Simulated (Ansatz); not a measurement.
## linear P chain: period, moment and channels by functional

How many channels does the linear P chain carry, and how sure is the answer?

Method: DFT PBE, plane waves, PAW; relaxation of a chain's period, in the first sound run; inputs show where later runs differ, in Ansatz 0.2.0.

## (1) Set-up

The cell holds 1 atom: 1 P. Its edges and angles: a = 7.500 Å, b = 7.500 Å, c = 1.990 Å, α = 90.0°, β = 90.0°, γ = 90.0°. Vacuum lies along a and b. The structure's axis is c.

## (2) The relaxed wire, level PBE, cutoff 420 eV

Band widths follow the bond lengths, so the chain is relaxed first. The atoms and the third cell vector are free; the box across stays fixed as vacuum. Moments are seeded so that a magnetic state can form if it lies lower. A Fermi-Dirac smearing is set since the result may be a metal. The pressure printed is a third of the stress's trace over the whole box, vacuum included; only the stress along the axis is relaxed.

The input, input.yaml:

```yaml
crystal:
  lattice:
    - [7.5, 0.0, 0.0]
    - [0.0, 7.5, 0.0]
    - [0.0, 0.0, 1.9902]
  atoms:
    - { symbol: P, position: [0.5, 0.5, 0.0], spin: 0.3 }
magnetization:
  spin_polarized: true
kpoints:
  mp_grid: { grid: [1, 1, 41] }
scf:
  occupations: { method: fermi_dirac, width: 0.05 }
hamiltonian:
  xc: pbe
relax:
  cell: { fix: [a, b, alpha, beta, gamma] }
  max_steps: 60
```

On the command line:

```sh
$ ansatz run input.yaml --threads 4 --pin off --max-ram 8192MiB --backend cpu --events-out ev --progress --plain --runs-dir out
```

Numbers of over 12 decimals in the logs are rounded to 6 here.

Output:

```text
Engine: ansatz 0.2.0, aarch64-unknown-linux-gnu
Pseudopotentials: kind: paw
Pseudopotential: P, paw, valence charge 5, recommended cutoff 420 eV (normal), P.paw.azcp
Functional definition: PBE
  parameter kappa = 0.804
  parameter beta = 0.066725
  exchange = pbe_x(kappa = kappa, mu = beta*pi^2/3)
  correlation = pbe_c(beta = beta)
Crystal: 1 atoms, lattice volume = 111.949 Å³
Basis set: ecut = 420 eV, 2199 PW (Γ), exchange–correlation on 108×108×30 points (8 copies of the dense FFT grid, shifted against one another)
Bands: 7, of which v1, the nominal top of the filled ones, is band 3 counted from 1 (2 counted from 0)
Symmetry: 16 space group operations
Space group: P4/mmm (ITA 123), of the structure as read, at distance tolerance 4.8e-5 Å
Magnetic group: BNS 123.339 (UNI 999), of the structure as read, at distance tolerance 4.8e-5 Å
k-points: 21 of 41
Non-local potential: P, projectors of the file, l = 0: 2, l = 1: 2, l = 2: 2
PAW form: soft (Blöchl's): semilocal exchange-correlation on the pseudo side does not see the compensation charge
PAW one-centre angular grid: P, 110 points (default); XC on 64 Gauss nodes
Initial density: superposition of atomic densities (neutral atoms: chi_scale 0, normalization atom)
Starting moments: Σ|m| = 0.3 μB on 1 of 1 site
Initial wavefunctions: pseudopotential atomic-orbital guess
Functional: x = pbe(κ = 0.804, μ = 0.219515), c = pbe(β = 0.066725)
SCF iter   1: F=—  HF=-754.494846 eV  |F-HF|=—  |Δ(HF+E_count)|=         —  Δρ=8.16e-3 (↑5.52e-3 ↓8.16e-3)  dr2=2.60e-1  dr2_m=9.56e-3  M=0.063 μB ∫|m|=0.065 μB  β_m=0.30  ethr=3.10e-3  ⟨swp⟩=6.6  Hψ=3159  notcnv=0
preconditioner: auto → none  [insulator: Δε(μ)=0.221 eV  Ē_g=10.056 eV  σ=0.050 eV  W_gap=0.75  n_scr=8 (ndim 8)  ℏωp=6.9 eV  f_vac=0.594  D(μ)=0.56/eV (n_scr^D=4)  ε∞_Penn≈1.5]
SCF iter   2: F=—  HF=-754.418338 eV  |F-HF|=—  |Δ(HF+E_count)|=   7.65e-2  Δρ=4.97e-3 (↑3.41e-3 ↓4.97e-3)  dr2=7.86e-2  dr2_m=4.58e-3  M=0.066 μB ∫|m|=0.067 μB  β_m=0.30  ethr=3.10e-3  ⟨swp⟩=1.6  Hψ=679  notcnv=0  defer=1
SCF iter   3: F=—  HF=-754.391396 eV  |F-HF|=—  |Δ(HF+E_count)|=   2.69e-2  Δρ=2.12e-3 (↑2.12e-3 ↓1.51e-3)  dr2=3.75e-3  dr2_m=2.57e-3  M=0.065 μB ∫|m|=0.066 μB  β_m=0.30  ethr=1.57e-3  ⟨swp⟩=2.8  Hψ=596  notcnv=0  defer=4
SCF iter   4: F=—  HF=-754.393381 eV  |F-HF|=—  |Δ(HF+E_count)|=   1.99e-3  Δρ=1.67e-3 (↑9.22e-4 ↓1.67e-3)  dr2=3.86e-3  dr2_m=1.38e-3  M=0.059 μB ∫|m|=0.059 μB  β_m=0.30  ethr=7.50e-5  ⟨swp⟩=2.6  Hψ=621  notcnv=0  defer=11
SCF iter   5: F=—  HF=-754.392675 eV  |F-HF|=—  |Δ(HF+E_count)|=   7.06e-4  Δρ=9.22e-4 (↑9.22e-4 ↓9.10e-4)  dr2=1.41e-5  dr2_m=8.56e-4  M=0.053 μB ∫|m|=0.053 μB  β_m=0.30  ethr=7.50e-5  ⟨swp⟩=2.4  Hψ=530  notcnv=0  defer=11
SCF iter   6: F=—  HF=-754.393232 eV  |F-HF|=—  |Δ(HF+E_count)|=   5.57e-4  Δρ=7.37e-4 (↑7.19e-4 ↓7.37e-4)  dr2=2.72e-6  dr2_m=5.43e-4  M=0.047 μB ∫|m|=0.047 μB  β_m=0.30  ethr=2.82e-7  ⟨swp⟩=2.6  Hψ=432  notcnv=0  defer=10
SCF iter   7: F=—  HF=-754.393590 eV  |F-HF|=—  |Δ(HF+E_count)|=   3.58e-4  Δρ=5.93e-4 (↑5.93e-4 ↓5.91e-4)  dr2=3.56e-8  dr2_m=3.59e-4  M=0.042 μB ∫|m|=0.042 μB  β_m=0.30  ethr=5.44e-8  ⟨swp⟩=2.3  Hψ=408  notcnv=0  defer=10
Mixer restart at iter 7: flushing history
spin-set hold released at iteration 7 (site moments contracting): the magnetisation degrees of freedom join the quasi-Newton model from the next iteration; the mixer history was flushed
SCF iter   8: F=—  HF=-754.393829 eV  |F-HF|=—  |Δ(HF+E_count)|=   2.39e-4  Δρ=4.89e-4 (↑4.89e-4 ↓4.88e-4)  dr2=1.29e-8  dr2_m=2.45e-4  M=0.037 μB ∫|m|=0.037 μB  β_m=0.46  ethr=7.12e-10  ⟨swp⟩=3.7  Hψ=546  notcnv=0  defer=10
SCF iter   9: F=—  HF=-754.394325 eV  |F-HF|=—  |Δ(HF+E_count)|=   4.96e-4  Δρ=1.87e-4 (↑1.87e-4 ↓1.87e-4)  dr2=4.33e-10  dr2_m=3.59e-5  M=0.017 μB ∫|m|=0.017 μB  β_m=0.82  ethr=2.59e-10  ⟨swp⟩=4.4  Hψ=617  notcnv=0  defer=10
SCF iter  10: F=—  HF=-754.394429 eV  |F-HF|=—  |Δ(HF+E_count)|=   1.04e-4  Δρ=3.04e-5 (↑3.04e-5 ↓3.04e-5)  dr2=1.09e-11  dr2_m=9.50e-7  M=0.003 μB ∫|m|=0.003 μB  β_m=0.91  ethr=8.66e-12  ⟨swp⟩=5.6  Hψ=743  notcnv=0  defer=10
SCF iter  11: F=—  HF=-754.394432 eV  |F-HF|=—  |Δ(HF+E_count)|=   2.80e-6  Δρ=1.11e-5 (↑1.11e-5 ↓1.11e-5)  dr2=8.38e-12  dr2_m=1.27e-7  M=-0.001 μB ∫|m|=0.001 μB  β_m=0.95  ethr=1.00e-12  ⟨swp⟩=5.7  Hψ=903  notcnv=0
SCF iter  12: F=—  HF=-754.394432 eV  |F-HF|=—  |Δ(HF+E_count)|=   3.45e-7  Δρ=2.21e-6 (↑2.21e-6 ↓2.19e-6)  dr2=3.30e-12  dr2_m=4.97e-9  M=-0.000 μB ∫|m|=0.000 μB  β_m=0.98  ethr=1.00e-12  ⟨swp⟩=4.2  Hψ=761  notcnv=0
SCF iter  13: F=—  HF=-754.394432 eV  |F-HF|=—  |Δ(HF+E_count)|=   1.40e-8  Δρ=2.29e-7 (↑2.10e-7 ↓2.29e-7)  dr2=1.99e-12  dr2_m=4.95e-11  M=-0.000 μB ∫|m|=0.000 μB  β_m=0.90  ethr=1.00e-12  ⟨swp⟩=3.5  Hψ=671  notcnv=0
SCF iter  14: F=-754.394432 eV  HF=-754.394432 eV  |F-HF|=0.00e0  |Δ(HF+E_count)|=  1.39e-10  Δρ=2.25e-8 (↑2.25e-8 ↓1.18e-8)  dr2=5.97e-13  dr2_m=2.61e-13  M=-0.000 μB ∫|m|=0.000 μB  ethr=1.00e-12  ⟨swp⟩=2.5  Hψ=558  notcnv=0
WARN: the starting moments were not kept: the SCF closed with an absolute magnetisation of 1.4e-6 μB, where they sum to 0.3 μB in size (1 site). That is at most 0.1 of that sum. Measured as dr2_m measures the in/out step, that magnetisation stands 4.8e-13 eV from none, at or under the dr2_threshold of 1.0e-7 eV: it is no larger than a step whose dr2_m would equal this threshold. The system may hold no moment; this SC [...]
SCF 1 converged in 14 iterations: F = -754.394432 eV  dr2 = 5.97e-13
  greatest PAW one-centre occupation: 0.819 electrons in one spin orbital (limit 2), on the P atom at site 0 (counted from 0), in its partial waves of l = 0
relax step   1: F+E_penalty+E_count = -754.39443205 eV  Δ(F+E_penalty+E_count) = +0.000e0 eV  max|allowed force component| = 0.000e0 eV/Å  Δτ_max = 0.0000 Å  P = +2.095 GPa  Ω = 111.949 Å³  fix = [a, b, alpha, beta, gamma]  reactions: a +0.084, b +0.084 GPa  (14 SCF iters, dr2 threshold 1.00e-7 eV, accepted)
Crystal: 1 atoms, lattice volume = 116.414 Å³
Basis set: ecut = 420 eV, 2279 PW (Γ), exchange–correlation on 108×108×30 points (8 copies of the dense FFT grid, shifted against one another)
Initial density: handed on by an earlier stage of this run
Starting moments: Σ|m| = 0.3 μB on 1 of 1 site; this step starts from the density that it was given
Initial wavefunctions: those handed on with the density
iter 1 solved again at ethr=2.12e-4 eV; its pass at ethr=3.10e-3 eV (dr2=1.06e-2 eV) is discarded
[...]
SCF iter   2: F=—  HF=-754.516775 eV  |F-HF|=—  |Δ(HF+E_count)|=   9.20e-4  Δρ=3.66e-4 (↑2.99e-4 ↓3.66e-4)  dr2=7.57e-4  dr2_m=2.54e-6  M=-0.001 μB ∫|m|=0.001 μB  β_m=0.47  ethr=5.10e-5  ⟨swp⟩=2.0  Hψ=366  notcnv=0
SCF iter   3: F=—  HF=-754.516450 eV  |F-HF|=—  |Δ(HF+E_count)|=   3.24e-4  Δρ=4.45e-5 (↑3.46e-5 ↓4.45e-5)  dr2=4.34e-6  dr2_m=3.61e-7  M=-0.000 μB ∫|m|=0.000 μB  β_m=0.62  ethr=1.51e-5  ⟨swp⟩=2.2  Hψ=394  notcnv=0
SCF iter   4: F=—  HF=-754.516450 eV  |F-HF|=—  |Δ(HF+E_count)|=   1.86e-7  Δρ=1.17e-5 (↑6.81e-6 ↓1.17e-5)  dr2=2.59e-7  dr2_m=3.48e-8  M=-0.000 μB ∫|m|=0.000 μB  β_m=0.69  ethr=8.68e-8  ⟨swp⟩=2.8  Hψ=441  notcnv=0
iter 5 did not close the SCF: its close was put off for a magnetic moment that had not settled (scf_convergence_deferred on its scf_iter line)
SCF iter   5: F=-754.516450 eV  HF=-754.516450 eV  |F-HF|=4.83e-9  |Δ(HF+E_count)|=   2.02e-8  Δρ=1.97e-6 (↑1.97e-6 ↓1.41e-6)  dr2=3.34e-9  dr2_m=2.38e-9  M=-0.000 μB ∫|m|=0.000 μB  β_m=0.82  ethr=2.00e-9  ⟨swp⟩=5.0  Hψ=815  notcnv=0
iter 6 did not close the SCF: its close was put off for a magnetic moment that had not settled (scf_convergence_deferred on its scf_iter line)
SCF iter   6: F=-754.516450 eV  HF=-754.516450 eV  |F-HF|=3.14e-11  |Δ(HF+E_count)|=   6.25e-9  Δρ=1.97e-7 (↑1.86e-7 ↓1.97e-7)  dr2=5.50e-11  dr2_m=3.15e-11  M=-0.000 μB ∫|m|=0.000 μB  β_m=0.91  ethr=6.69e-11  ⟨swp⟩=1.5  Hψ=860  notcnv=0
SCF iter   7: F=-754.516450 eV  HF=-754.516450 eV  |F-HF|=1.14e-12  |Δ(HF+E_count)|=  5.81e-11  Δρ=2.31e-8 (↑2.31e-8 ↓2.22e-8)  dr2=2.89e-13  dr2_m=5.15e-13  M=-0.000 μB ∫|m|=0.000 μB  ethr=1.10e-12  ⟨swp⟩=1.0  Hψ=813  notcnv=0
the starting moments were not kept: the SCF closed with an absolute magnetisation of 6.1e-7 μB, where they sum to 0.3 μB in size (1 site). That is at most 0.1 of that sum. Measured as dr2_m measures the in/out step, that magnetisation stands 6.2e-14 eV from none, at or under the dr2_threshold of 1.0e-7 eV: it is no larger than a step whose dr2_m would equal this threshold.
SCF 3 converged in 7 iterations: F = -754.516450 eV  dr2 = 2.89e-13
  greatest PAW one-centre occupation: 0.822 electrons in one spin orbital (limit 2), on the P atom at site 0 (counted from 0), in its partial waves of l = 0
relax step   3: F+E_penalty+E_count = -754.51645023 eV  Δ(F+E_penalty+E_count) = -9.159e-3 eV  max|allowed force component| = 0.000e0 eV/Å  Δτ_max = 0.0000 Å  P = +0.014 GPa  Ω = 118.246 Å³  energy of the carried Pulay correction = -1.537e-4 eV  fix = [a, b, alpha, beta, gamma]  reactions: a +0.086, b +0.086 GPa  (7 SCF iters, dr2 threshold 1.00e-7 eV, accepted)
[...]
relax step   4: F+E_penalty+E_count = -754.51650575 eV  Δ(F+E_penalty+E_count) = -5.552e-5 eV  max|allowed force component| = 0.000e0 eV/Å  Δτ_max = 0.0000 Å  P = +0.054 GPa  Ω = 118.123 Å³  energy of the carried Pulay correction = -1.508e-4 eV  fix = [a, b, alpha, beta, gamma]  reactions: a +0.086, b +0.086 GPa  (6 SCF iters, dr2 threshold 4.11e-8 eV, accepted)
Initial wavefunctions: pseudopotential atomic-orbital guess (no wavefunctions were taken with the density)
iter 1 solved again at ethr=8.70e-7 eV; its pass at ethr=3.10e-3 eV (dr2=4.35e-5 eV) is discarded
SCF iter   1: F=—  HF=-754.516920 eV  |F-HF|=—  |Δ(HF+E_count)|=         —  Δρ=2.15e-5 (↑2.15e-5 ↓2.15e-5)  dr2=2.06e-7  dr2_m=3.75e-14  M=0.000 μB ∫|m|=0.000 μB  β_m=0.30  ethr=8.70e-7  ⟨swp⟩=3.4  Hψ=4020  notcnv=0
preconditioner: auto → none  [insulator: Δε(μ)=0.436 eV  Ē_g=10.241 eV  σ=0.050 eV  W_gap=0.87  n_scr=8 (ndim 8)  ℏωp=7.1 eV  f_vac=0.627  D(μ)=0.44/eV (n_scr^D=0)  ε∞_Penn≈1.5]
SCF iter   2: F=—  HF=-754.516921 eV  |F-HF|=—  |Δ(HF+E_count)|=   1.26e-6  Δρ=1.51e-5 (↑1.51e-5 ↓1.51e-5)  dr2=1.02e-7  dr2_m=4.10e-14  M=0.000 μB ∫|m|=0.000 μB  β_m=0.65  ethr=4.12e-9  ⟨swp⟩=2.3  Hψ=410  notcnv=0
SCF iter   3: F=—  HF=-754.516922 eV  |F-HF|=—  |Δ(HF+E_count)|=   8.22e-7  Δρ=6.56e-7 (↑6.54e-7 ↓6.56e-7)  dr2=1.26e-9  dr2_m=1.92e-14  M=0.000 μB ∫|m|=0.000 μB  β_m=0.56  ethr=2.03e-9  ⟨swp⟩=2.0  Hψ=400  notcnv=0
SCF iter   4: F=—  HF=-754.516922 eV  |F-HF|=—  |Δ(HF+E_count)|=   1.25e-9  Δρ=3.05e-7 (↑3.02e-7 ↓3.05e-7)  dr2=2.95e-10  dr2_m=8.25e-15  M=0.000 μB ∫|m|=0.000 μB  β_m=0.78  ethr=2.52e-11  ⟨swp⟩=1.7  Hψ=324  notcnv=0
SCF iter   5: F=-754.516922 eV  HF=-754.516922 eV  |F-HF|=1.25e-12  |Δ(HF+E_count)|=   2.26e-7  Δρ=5.25e-8 (↑5.25e-8 ↓5.23e-8)  dr2=9.79e-12  dr2_m=4.36e-17  M=0.000 μB ∫|m|=0.000 μB  ethr=1.00e-12  ⟨swp⟩=5.3  Hψ=1260  notcnv=0
the starting moments were not kept: the SCF closed with an absolute magnetisation of 4.8e-9 μB, where they sum to 0.3 μB in size (1 site). That is at most 0.1 of that sum. Measured as dr2_m measures the in/out step, that magnetisation stands 3.8e-18 eV from none, at or under the dr2_threshold of 1.0e-11 eV: it is no larger than a step whose dr2_m would equal this threshold.
SCF 5 converged in 5 iterations: F = -754.516922 eV  dr2 = 9.79e-12
relax step   5: F+E_penalty+E_count = -754.51692244 eV  Δ(F+E_penalty+E_count) = -4.167e-4 eV  max|allowed force component| = 0.000e0 eV/Å  Δτ_max = 0.0000 Å  P = +0.062 GPa  Ω = 118.123 Å³  fix = [a, b, alpha, beta, gamma]  reactions: a +0.089, b +0.089 GPa  stress off target by 8.12e-3 GPa on what of the cell is left free  SCF on the basis re-selected at this cell (its energy is not comparable with the rows above)  (5 SCF iters)
basis re-selected at this cell: Δ(F+E_penalty+E_count) = -4.167e-4 eV, ΔP = +0.007 GPa vs the last step (what re-selecting the basis moved, of the pressure what is left beyond the Pulay correction that the steps carried, after the strain that the cell walked since its last selection, with what the two solves' SCF thresholds leave and, on support functions, any second-order correction that the steps lacked; it is no measure of the basis error at this ecutwfc). This SCF's stress stands 8.12e-3 GPa from its target on what of the cell is left free (relax.cell.stress_tol is 5.00e-2 GPa) and its largest allowed force component is 0.00e0 eV/Å (relax.f_tol is 1.00e-2 eV/Å): [rest of the remark cut]
SCF converged after 5 iterations
Magnetization: 0.0000 μB (2.5000 up, 2.5000 down)
Absolute magnetization: 0.0000 μB (∫|ρ↑−ρ↓|, with the PAW one-centre terms)
Spin contamination: 0.0000 ħ² per cell (⟨S²⟩ above its minimum at these occupations)
Per-site moments (μB) at R_I (Å): [(8.976965843131365e-10, 0.866234)]
Free energy (F): -754.516922 eV
Harris-Foulkes:  -754.516922 eV  (|F-HF|=1.25e-12)
Internal energy: -754.513098 eV  (E = F + TS)
E sigma→0 (E₀):  -754.515010 eV
Entropy (-TS):   -0.003825 eV (-3.825 meV/atom)
Fermi energy:    -3.545938 eV
--- Per-component energies (eV) ---
  E_band       = -43.694656
  E_kinetic    = 67.888793
  E_local      = -322.529691  (includes V_loc(G=0)·N_el)
  E_nonlocal   = 34.152647
  E_hartree    = 121.280363
  E_xc         = -59.645207
  E_vxc        = -58.217622  (∫ρ·V_xc dr)
  E_paw        = -569.349331  (= ΣΔE_a)
  E_vpaw       = -7.549510  (= ΣTr[D̂ρ^β])
  E_aug_tail   = 0.000003  (compensation charges beyond the density's cutoff)
  E_ewald      = -26.310677
  E_smearing   = -0.003825  (= −TS)
  E_closure    = 0.000000  (closes the sum)
  Σ components = -754.516922   (vs F -754.516922, Δ=0.00e0)
--- Forces (eV/Å), atoms counted from 1 ---
  atom   1  P      0.00000000     0.00000000     0.00000000
  max |Σ_I F_I| component: 7.89e-31 eV/Å
--- Stress (GPa, compression-positive) ---
        0.088574       0.000000       0.000000
        0.000000       0.088574       0.000000
        0.000000       0.000000       0.008116
  P = ⅓ Tr σ = 0.0618 GPa (0.618 kbar)
--- Relaxed structure (4 steps of the walk, 4 accepted, 1 SCFs on fresh bases) ---
  F+E_penalty+E_count = -754.51692244 eV   max|allowed force component| = 0.000e0 eV/Å   (the final SCF, on the basis selected at the relaxed cell)
  cell:  # Å, volume = 118.1228 Å³
    - [7.5, 0.0, 0.0]
    - [0.0, 7.5, 0.0]
    - [0.0, 0.0, 2.099960]
  atoms:
    - { symbol: P, position: [0.5, 0.5, 0.0] }
```

Run time: 4 s. Hardware: 4 threads of Arm Neoverse V2, shared host; peak memory 0.33 GiB.

Relaxation path:

| step | energy less that of the first step (eV) | largest force component (eV/Å) | pressure (GPa) | volume (Å³) |
| --- | --- | --- | --- | --- |
| 1 | 0.0000 | 0.0000 | 2.10 | 111.95 |
| 2 | -0.1129 | 0.0000 | 0.65 | 116.41 |
| 3 | -0.1220 | 0.0000 | 0.01 | 118.25 |
| 4 | -0.1221 | 0.0000 | 0.05 | 118.12 |
| 5* | -0.1225 | 0.0000 | 0.06 | 118.12 |

Relaxation steps marked * repeat the geometry before them on a plane-wave basis chosen anew for their cell, so energy and pressure can jump there.

| cell as run | before | after | change |
| --- | --- | --- | --- |
| c (Å) | 1.990 | 2.100 | +5.5 % |

The relaxed structure:

```cif
data_structure
_symmetry_space_group_name_H-M 'P 1'
_symmetry_Int_Tables_number 1
_cell_length_a 7.5000
_cell_length_b 7.5000
_cell_length_c 2.1000
_cell_angle_alpha 90.000
_cell_angle_beta 90.000
_cell_angle_gamma 90.000
_cell_volume 118.12
loop_
_atom_site_label
_atom_site_type_symbol
_atom_site_fract_x
_atom_site_fract_y
_atom_site_fract_z
_atom_site_occupancy
P1 P 0.50000 0.50000 0.00000 1
```

This step gave:

- energy at zero smearing: -754.5150 eV
- cell length along the wire: 2.100 Å

The cell's length comes to 2.100 Å with no moment.

(Continued in part 2 of 3.)

[Logs are printed without paths, hosts, clocks, repeated set-up lines and the standing remarks that a program may print on its own settings, such as how far it seeks lower states.]

[Hosts, paths, dates, database ids (printed as entryN), source tags and the programs' standing remarks are cut or masked in the printed files.]
